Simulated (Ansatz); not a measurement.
# Sc on W(110): change of the work function, part 3 of 5

Aim: the work function of W(110) at several coverages of Sc (longbridge site), and the dipole that each adsorbate carries.

Ansatz 0.2.0; plane-wave DFT, PBE-D3(BJ), Ansatz PAW.

So far, work function, upper face (eV): step 2 (the clean slab) 4.83.

## (3) Adsorbate added, coverage 0.25 ML (continued)

Electrostatic potential energy in the ca plane at fractional y = 0.000, with atoms of W and Sc within 0.2 Å of it. With pseudopotentials it is smooth inside the atoms' cores, unlike the true potential.

Ten even steps from '0' (-60 eV) to '9' (9 eV), each cell a mean:
```
00148999998400048999998510268999999999999999
32478999998742368999999754578999999999999999
77789998999877789999999987889999999999999999
88899988999988899998999999999999999999999999
77789998999877789998999999999999999999999999
32478999998732368999999999999999999999999999
00048999998400048999999999999999999999999999
00048999998400037999999999999999999999999999
10258999998520158999999999999999999999999999
55689998999865679999999999999999999999999999
88899988999988899998999999999999999999999999
88899988999988899998999988899999999999999999
54689998999854579999999876789999999999999999
10258999998520158999998631368999999999999999
00048999998400037999998500158999999999999999
```
Columns run along c (16.0 Å, from fractional 0.32 to 0.89 of the cell; values clipped at the 3rd and 97th percentile), rows up along a (5.5 Å). Atoms in or near the plane, at fractional coordinates: W at (0.32, 0.00), W at (0.49, 0.00), W at (0.32, 0.50), W at (0.49, 0.50), Sc at (0.64, 0.00).

ELF in the ca plane at fractional y = 0.000, with atoms of W and Sc within 0.2 Å of it. It is the smooth field of the valence electrons, not physical close to the nuclei.

Ten even steps from '0' (0.00) to '9' (0.73), each cell a mean:
```
85864654553685873555552685972012221000000000
89734644554379744544564389941012211000000000
45445544565444435544576323210122210000000000
54456555566544456655578631001222100000000000
45445544565345435654567864222211000000000000
89744644554379744554456665322110000000000000
75864654553684873555555544321100000000000000
61764655553771674565555443321100000000000000
98854654553598953554455554322100000000000000
66535544554357534554567765322211000000000000
54446555566544456654578752111221100000000000
54446545566544446545577521101122110000000000
67535544554357534544575357621122210000000000
98854654553588853554553598961012221000000000
61764655553771674555642761782012221000000000
```
Columns run along c (16.0 Å, from fractional 0.32 to 0.89 of the cell), rows up along a (5.5 Å). Atoms in or near the plane, at fractional coordinates: W at (0.32, 0.00), W at (0.49, 0.00), W at (0.32, 0.50), W at (0.49, 0.50), Sc at (0.64, 0.00).

Valence density in the ca plane at fractional y = 0.000, with atoms of W and Sc within 0.2 Å of it. It is the smooth field of the valence electrons, not physical close to the nuclei.

Values in e/Å³, 8 rows by 16 columns, each cell a mean:
```
4.0 0.9 0.3 0.3 2.9 2.4 0.3 0.3 1.5 3.5 0.1 0.0 0.0 0.0 0.0 0.0
0.7 0.3 0.4 0.3 0.5 0.5 0.3 0.4 0.2 0.2 0.0 0.0 0.0 0.0 0.0 0.0
1.2 0.4 0.3 0.3 0.9 0.8 0.3 0.3 0.1 0.0 0.0 0.0 0.0 0.0 0.0 0.0
4.6 1.1 0.3 0.4 3.5 2.9 0.3 0.2 0.1 0.0 0.0 0.0 0.0 0.0 0.0 0.0
4.0 0.9 0.3 0.3 2.9 2.4 0.3 0.3 0.1 0.0 0.0 0.0 0.0 0.0 0.0 0.0
0.7 0.3 0.4 0.3 0.5 0.5 0.3 0.4 0.1 0.0 0.0 0.0 0.0 0.0 0.0 0.0
1.2 0.4 0.3 0.3 0.9 0.8 0.3 0.3 0.4 0.6 0.0 0.0 0.0 0.0 0.0 0.0
4.6 1.1 0.3 0.4 3.5 2.9 0.3 0.3 2.0 4.7 0.2 0.0 0.0 0.0 0.0 0.0
```
Columns run along c (16.0 Å, from fractional 0.32 to 0.89 of the cell), rows up along a (5.5 Å). Atoms in or near the plane, at fractional coordinates: W at (0.32, 0.00), W at (0.49, 0.00), W at (0.32, 0.50), W at (0.49, 0.50), Sc at (0.64, 0.00).

The relaxation took 9 steps and lowered the energy by 2.1 eV; the largest force on the free atoms ends at 0.0054 eV/Å.

By hand: a sheet of dipoles makes a step −p/(ε₀A) in the electron's potential. With e/ε₀ = 180.95 V·Å, p = 0.3989 e·Å and A = 28.24 Å², that is −180.95 × (0.3989) / 28.24 = -2.556 eV, and the two vacuum levels of the run differ by -2.556 eV.

The covered face has 2.33 eV, -2.50 eV against the clean one; the bare back face has moved by -0.02 eV, a measure of how thin the slab is.

## (4) The covered slab, coverage 0.5 ML

System of this step: ScW8 (Sc/W(110)). The cell holds 18 atoms: 16 W and 2 Sc. Its edges and angles: a = 5.473 Å, b = 5.473 Å, c = 27.761 Å, α = 90.0°, β = 90.0°, γ = 70.5°. Vacuum lies along c.

Another coverage, to see how the dipoles act on each other as their distance changes.

input.yaml reads:

```yaml
crystal:
  lattice:
    - [4.468914857, -3.16, 0.0]
    - [4.468914857, 3.16, 0.0]
    - [0.0, 0.0, 27.7613139911]
  atoms:
    - { symbol: W, position: [0.0, 0.0, 0.3241921475] }
    - { symbol: W, position: [0.25, 0.25, 0.40468032] }
    - { symbol: W, position: [0.0, 0.0, 0.4855168647] }
    - { symbol: W, position: [0.25, 0.25, 0.5638759146] }
    - { symbol: W, position: [0.0, 0.5, 0.3241921475] }
    - { symbol: W, position: [0.25, 0.75, 0.40468032] }
    - { symbol: W, position: [0.0, 0.5, 0.4855168647] }
    - { symbol: W, position: [0.25, 0.75, 0.5638759146] }
    - { symbol: W, position: [0.5, 0.0, 0.3241921475] }
    - { symbol: W, position: [0.75, 0.25, 0.40468032] }
    - { symbol: W, position: [0.5, 0.0, 0.4855168647] }
    - { symbol: W, position: [0.75, 0.25, 0.5638759146] }
    - { symbol: W, position: [0.5, 0.5, 0.3241921475] }
    - { symbol: W, position: [0.75, 0.75, 0.40468032] }
    - { symbol: W, position: [0.5, 0.5, 0.4855168647] }
    - { symbol: W, position: [0.75, 0.75, 0.5638759146] }
    - { symbol: Sc, position: [0.0, 0.0, 0.6758078525] }
    - { symbol: Sc, position: [0.5, 0.5, 0.6758078525] }
kpoints:
  mp_grid: { grid: [6, 6, 1] }
hamiltonian:
  xc: pbe
  dispersion: d3bj
scf:
  occupations: { method: fermi_dirac, width: 0.1 }
  convergence: { dr2_threshold: 1.0e-08 }
efield:
  axis: 3
  dipole_correction: true
  ramp_position: 0.97
  ramp_width: 0.06
relax:
  f_tol: 0.02
  max_steps: 60
  constraints: [{ sites: [0, 1, 4, 5, 8, 9, 12, 13] }]
output:
  bader: true
  dos: { projected: true, e_range: [-8, 4] }
  write_potential: true
  write_density: true
  volumetric_format: npy
```

Started as:

```sh
> ansatz run input.yaml --threads 4 --pin off --max-ram 6144MiB --backend cpu --events-out ev --progress --plain --runs-dir out
```

Numbers of over 12 decimals in the logs are rounded to 6 here.

Log:

```text
[...]
Crystal: 18 atoms, lattice volume = 784.078 Å³
Basis set: ecut = 420 eV, 15341 PW (Γ), exchange–correlation on 80×80×384 points (8 copies of the dense FFT grid, shifted against one another)
Bands: 148, of which v1, the nominal top of the filled ones, is band 123 counted from 1 (122 counted from 0)
Symmetry: 8 space group operations
[...]
k-points: 13 of 36
[...]
SCF iter   1: F=—  HF=-170426.196109 eV  |F-HF|=—  |Δ(HF+E_count)|=         —  Δρ=2.00e-2  dr2=8.60e1  ethr=1.77e-3  p=0.400 e·Å  D=9.24e-2 V/Å  ΔV_dip=-2.57 eV  dr2_dipole=6.05e1  V_vac-E_F(+/−)=2.85/5.42 eV  ⟨swp⟩=9.9  Hψ=9808  notcnv=0
[...]
SCF iter  12: F=-170425.102807 eV  HF=-170425.102807 eV  |F-HF|=5.01e-9  |Δ(HF+E_count)|=   2.14e-8  Δρ=3.27e-7  dr2=1.76e-9  ethr=4.07e-12  p=0.220 e·Å  D=5.07e-2 V/Å  ΔV_dip=-1.41 eV  dr2_dipole=3.03e-10  V_vac-E_F(+/−)=3.47/4.88 eV  ⟨swp⟩=12.5  Hψ=13976  notcnv=0
SCF 1 converged in 12 iterations: F = -170425.102807 eV  dr2 = 1.76e-9
[...]
relax step   1: F+E_penalty+E_count = -170425.10280749 eV  Δ(F+E_penalty+E_count) = +0.000e0 eV  max|allowed force component| = 1.819e0 eV/Å  Δτ_max = 0.0000 Å  (12 SCF iters, accepted)
[...]
SCF iter  12: F=-170426.103958 eV  HF=-170426.103958 eV  |F-HF|=6.11e-10  |Δ(HF+E_count)|=   2.83e-8  Δρ=3.90e-7  dr2=3.18e-9  ethr=4.07e-12  p=0.218 e·Å  D=5.03e-2 V/Å  ΔV_dip=-1.40 eV  dr2_dipole=1.64e-10  V_vac-E_F(+/−)=3.48/4.88 eV  ⟨swp⟩=11.8  Hψ=13859  notcnv=0
SCF 2 converged in 12 iterations: F = -170426.103958 eV  dr2 = 3.18e-9
relax step   2: F+E_penalty+E_count = -170426.10395793 eV  Δ(F+E_penalty+E_count) = -1.001e0 eV  max|allowed force component| = 1.886e0 eV/Å  Δτ_max = 0.1949 Å  (12 SCF iters, accepted)
[...]
SCF iter  12: F=-170426.901849 eV  HF=-170426.901849 eV  |F-HF|=3.73e-9  |Δ(HF+E_count)|=   3.70e-8  Δρ=6.15e-7  dr2=8.66e-9  ethr=2.03e-12  p=0.232 e·Å  D=5.34e-2 V/Å  ΔV_dip=-1.48 eV  dr2_dipole=1.82e-9  V_vac-E_F(+/−)=3.40/4.89 eV  ⟨swp⟩=11.6  Hψ=14099  notcnv=0
SCF 3 converged in 12 iterations: F = -170426.901849 eV  dr2 = 8.66e-9
relax step   3: F+E_penalty+E_count = -170426.90184857 eV  Δ(F+E_penalty+E_count) = -7.979e-1 eV  max|allowed force component| = 1.665e0 eV/Å  Δτ_max = 0.1950 Å  (12 SCF iters, accepted)
[...]
relax step   4: F+E_penalty+E_count = -170427.47421825 eV  Δ(F+E_penalty+E_count) = -5.724e-1 eV  max|allowed force component| = 1.036e0 eV/Å  Δτ_max = 0.1951 Å  (13 SCF iters, accepted)
[...]
relax step   5: F+E_penalty+E_count = -170427.78257650 eV  Δ(F+E_penalty+E_count) = -3.084e-1 eV  max|allowed force component| = 4.685e-1 eV/Å  Δτ_max = 0.2000 Å  (12 SCF iters, accepted)
[...]
relax step   6: F+E_penalty+E_count = -170427.82555619 eV  Δ(F+E_penalty+E_count) = -4.298e-2 eV  max|allowed force component| = 5.261e-2 eV/Å  Δτ_max = 0.0981 Å  (11 SCF iters, accepted)
SCF iter   1: F=—  HF=-170427.824984 eV  |F-HF|=—  |Δ(HF+E_count)|=         —  Δρ=1.21e-4  dr2=3.17e-4  ethr=1.70e-6  p=0.304 e·Å  D=7.02e-2 V/Å  ΔV_dip=-1.95 eV  dr2_dipole=3.60e-5  V_vac-E_F(+/−)=2.94/4.89 eV  ⟨swp⟩=2.0  Hψ=2936  notcnv=0
[...]
SCF iter   7: F=-170427.825713 eV  HF=-170427.825713 eV  |F-HF|=2.33e-9  |Δ(HF+E_count)|=   1.36e-8  Δρ=4.82e-7  dr2=7.59e-9  ethr=4.07e-12  p=0.304 e·Å  D=7.01e-2 V/Å  ΔV_dip=-1.95 eV  dr2_dipole=1.91e-9  V_vac-E_F(+/−)=2.95/4.89 eV  ⟨swp⟩=11.3  Hψ=13606  notcnv=0
SCF 7 converged in 7 iterations: F = -170427.825713 eV  dr2 = 7.59e-9
relax step   7: F+E_penalty+E_count = -170427.82571341 eV  Δ(F+E_penalty+E_count) = -1.572e-4 eV  max|allowed force component| = 3.886e-3 eV/Å  Δτ_max = 0.0024 Å  (7 SCF iters, accepted)
[...]
SCF converged after 7 iterations
Free energy (F): -170427.825713 eV
[...]
Internal energy: -170427.375752 eV  (E = F + TS)
E sigma→0 (E₀):  -170427.600733 eV
Entropy (-TS):   -0.449962 eV (-24.998 meV/atom)
Fermi energy:    5.598031 eV
Dipole field:    D = 0.070117 V/Å  (p = 0.303824 e·Å, saw-weighted, corrected)
Work function:   Φ+ = 2.9460 eV   Φ− = 4.8926 eV
[...]
--- Forces (eV/Å), atoms counted from 1 ---
  atom   1  W     -0.00000000     0.00000000     0.58621192
  atom   2  W      0.00000000    -0.00000000    -0.27268662
  atom   3  W     -0.00000000     0.00000000     0.00388559
  atom   4  W      0.00000000    -0.00000000    -0.00284557
  atom   5  W     -0.00000000     0.00000000     0.39435054
  atom   6  W      0.00000000    -0.00000000    -0.70773708
  atom   7  W      0.00000000    -0.00000000    -0.00277281
  atom   8  W      0.00000000     0.00000000     0.00192522
  atom   9  W     -0.00000000     0.00000000     0.39435054
  atom  10  W     -0.00000000    -0.00000000    -0.70773708
  atom  11  W      0.00000000    -0.00000000    -0.00277281
  atom  12  W      0.00000000     0.00000000     0.00192522
  atom  13  W     -0.00000000     0.00000000     0.58621192
  atom  14  W      0.00000000    -0.00000000    -0.27268662
  atom  15  W     -0.00000000     0.00000000     0.00388559
  atom  16  W      0.00000000    -0.00000000    -0.00284557
  atom  17  Sc     0.00000000    -0.00000000    -0.00036535
  atom  18  Sc     0.00000000    -0.00000000    -0.00036535
  max |Σ_I F_I| component: 6.83e-5 eV/Å
--- Band table (eV; the first three rows and the last of 13) ---
  k-point 0: bands = [... 119 lower, 5.6191, 6.0716, 6.1425, 6.2219, 6.3929, 6.5310, 6.6138, 6.6759, ... 21 higher]
  k-point 1: bands = [... 119 lower, 5.4895, 5.7317, 5.7665, 5.9622, 6.0313, 6.4434, 6.4526, 6.5934, ... 21 higher]
  k-point 2: bands = [... 119 lower, 5.0408, 5.1497, 5.5113, 5.5876, 5.7837, 5.8853, 5.9738, 6.0804, ... 21 higher]
  k-point 12: bands = [... 119 lower, 4.8983, 4.9649, 5.0429, 5.0494, 5.0988, 5.4516, 5.4986, 5.6725, ... 21 higher]
--- Relaxed structure (7 steps of the walk, 7 accepted, 0 SCFs on fresh bases) ---
  F+E_penalty+E_count = -170427.82571341 eV   max|allowed force component| = 3.886e-3 eV/Å
  atoms:
    - { symbol: W, position: [0.0, 0.0, 0.324192] }
    - { symbol: W, position: [0.25, 0.25, 0.404680] }
    - { symbol: W, position: [0, 0, 0.485248] }
    - { symbol: W, position: [0.25, 0.25, 0.566859] }
    - { symbol: W, position: [2.7755575615628914e-17, 0.5, 0.324192] }
    - { symbol: W, position: [0.25, 0.75, 0.404680] }
    - { symbol: W, position: [2.7755575615628914e-17, 0.5, 0.485262] }
    - { symbol: W, position: [0.25, 0.75, 0.563797] }
    - { symbol: W, position: [0.5, 2.7755575615628914e-17, 0.324192] }
    - { symbol: W, position: [0.75, 0.25, 0.404680] }
    - { symbol: W, position: [0.5, 2.7755575615628914e-17, 0.485262] }
    - { symbol: W, position: [0.75, 0.25, 0.563797] }
    - { symbol: W, position: [0.5, 0.5, 0.324192] }
    - { symbol: W, position: [0.75, 0.75, 0.404680] }
    - { symbol: W, position: [0.5, 0.5, 0.485248] }
    - { symbol: W, position: [0.75, 0.75, 0.566859] }
    - { symbol: Sc, position: [7.75510322416414e-18, -7.75510322416414e-18, 0.644004] }
    - { symbol: Sc, position: [0.5, 0.5, 0.644004] }
--- Bader charges: 18 sites ---
  site symbol  charge [e]  shift [e]
     0      W     -0.0536     0.0000
     1      W      0.0483     0.0000
     2      W      0.0294     0.0000
     3      W     -0.2948     0.0000
     4      W     -0.0606     0.0000
     5      W      0.0442     0.0000
     6      W      0.0353     0.0000
     7      W     -0.5720     0.0002
     8      W     -0.0606     0.0000
     9      W      0.0442     0.0000
    10      W      0.0353     0.0000
    11      W     -0.5719     0.0002
    12      W     -0.0536     0.0000
    13      W      0.0483     0.0000
    14      W      0.0294     0.0000
    15      W     -0.2947     0.0000
    16     Sc      0.8236     0.0002
    17     Sc      0.8236     0.0002
  estimated error of the sums over rays = 8.5e-4 e
```

It took 7.1 min on 4 threads of Arm Neoverse V2, shared host; peak memory 3.2 GiB; 27 min of CPU time.

The steps of the relaxation:

```
step  energy less that of the first step (eV)  largest force component (eV/Å)
   1                                   0.0000                          1.8192
   2                                  -1.0012                          1.8862
   3                                  -1.7990                          1.6647
   4                                  -2.3714                          1.0363
   5                                  -2.6798                          0.4686
   6                                  -2.7227                          0.0526
   7                                  -2.7229                          0.0039
```

Forces are held to the 8 operations that the run works with; a distortion that breaks them can't arise in this run.

The atoms that moved most (Å):

```
atom     dx     dy      dz  length
Sc18  0.000  0.000  -0.883   0.883
Sc17  0.000  0.000  -0.883   0.883
  W4  0.000  0.000   0.083   0.083
 W16  0.000  0.000   0.083   0.083
 W15  0.000  0.000  -0.007   0.007
  W3  0.000  0.000  -0.007   0.007
  W7  0.000  0.000  -0.007   0.007
 W11  0.000  0.000  -0.007   0.007
```

This step gave:

```yaml
energy_at_zero_smearing: -170427.6007 eV
work_function_upper_face: 2.946 eV
work_function_lower_face: 4.893 eV
dipole_along_the_normal: 0.3038 e·Å
step_between_the_vacuum_levels: -1.947 eV
```

Running mean over 2.234 Å of the planar mean; the ramp of the sawtooth is left out. Electron's electrostatic potential energy less the Fermi level against z:

```
z (Å)  electron's electrostatic potential energy less the Fermi level (eV)
    4                                                                 4.89
    5                                                                 4.88
    6                                                                 4.75
    7                                                                 3.27
    8                                                                -5.75
    9                                                                -12.2
   10                                                                -12.6
   11                                                                -12.7
   12                                                                -12.7
   13                                                                -12.7
   14                                                                -12.7
   15                                                                -12.5
   16                                                                -11.8
   17                                                                -6.81
   18                                                                -3.68
   19                                                                -1.10
   20                                                                 2.10
   21                                                                 2.79
   22                                                                 2.92
   23                                                                 2.94
   24                                                                 2.95
```

The density of states has structure finer than the step of the table below, so its rows give means over 0.5 eV, whole bins alone (the curve runs from -8 to 1.65 eV). Peaks (eV: height): -4.51: 29.5, -3.13: 33.8, -2.95: 30.7, -2.80: 34.9, -2.71: 30.5, -1.47: 34.3, -1.41: 30.5.

The density of states by energy, zero at the Fermi level; means over each step:

```
energy (eV)  density of states (states/eV a cell)
       -7.5                                  1.74
       -7.0                                  2.22
       -6.5                                  2.23
       -6.0                                  6.38
       -5.5                                  10.0
       -5.0                                  11.7
       -4.5                                  17.8
       -4.0                                  11.4
       -3.5                                  10.7
       -3.0                                  26.0
       -2.5                                  21.1
       -2.0                                  21.9
       -1.5                                  22.4
       -1.0                                  13.6
       -0.5                                  14.9
        0.0                                  13.8
        0.5                                  17.6
        1.0                                  19.5
```

Projected DOS per atom over height of the atomic layer and energy from the Fermi level. Layers: W4 W4 W4 W4 Sc2 from below.

Ten even steps from '0' (0.00 states/eV) to '9' (2.31 states/eV), each cell a mean:
```
45439
43338
42239
41127
31236
51234
42243
74462
55562
54461
57773
25430
22220
33330
35430
24420
13310
11110
00000
00000
00000
00000
```
Columns: height of the atomic layer (Å) from 9 to 17.9; rows upwards: energy from the Fermi level (eV) from -7.96 to 1.65.

The relaxation took 7 steps and lowered the energy by 2.7 eV; the largest force on the free atoms ends at 0.0039 eV/Å.

The covered face has 2.95 eV, -1.88 eV against the clean one; the bare back face has moved by -0.01 eV, a measure of how thin the slab is.

## (5) Work function against coverage

This step: plane-wave DFT, PBE-D3(BJ), Ansatz PAW; work function against coverage (Ansatz 0.2.0).

The runs are now put side by side.

This step gave:

* work function of the clean face: 4.827 eV
* largest change of the work function: -2.501 eV

The work function of the covered face by coverage:

```
coverage (adsorbates/nm²)  work function of the covered face (eV)
                     0.00                                    4.83
                     3.54                                    2.33
                     7.08                                    2.95
```

The dipole per adsorbate comes from the change of the cell's dipole. Coverage, by row:

```
coverage (1/nm²)  coverage (ML)  work function (eV)  change (eV)  dipole per adsorbate, positive end outwards (debye)  mean height of the added atoms over the highest substrate atom (Å)
           3.541           0.25               2.327       -2.501                                                 1.86                                                               2.106
           7.081            0.5               2.946       -1.881                                                0.701                                                               2.142
```

(Continued in part 4 of 5.)

[Logs are printed without paths, hosts, clocks, repeated set-up lines and the standing remarks that a program may print on its own settings, such as how far it seeks lower states.]

[Hosts, paths, dates, database ids (printed as entryN), source tags and the programs' standing remarks are cut or masked in the printed files.]

[Maps of the electrostatic potential energy from Ansatz leave out the sawtooth potential of an applied field or a dipole correction, so their vacuum need not be flat; planar profiles and work functions include it.]

[The density of states shown here was stored with 400 of the rows of the run's finer table, so its peaks can read low, often by over a quarter, or be missed, and its means over a window can be off by a tenth or more.]
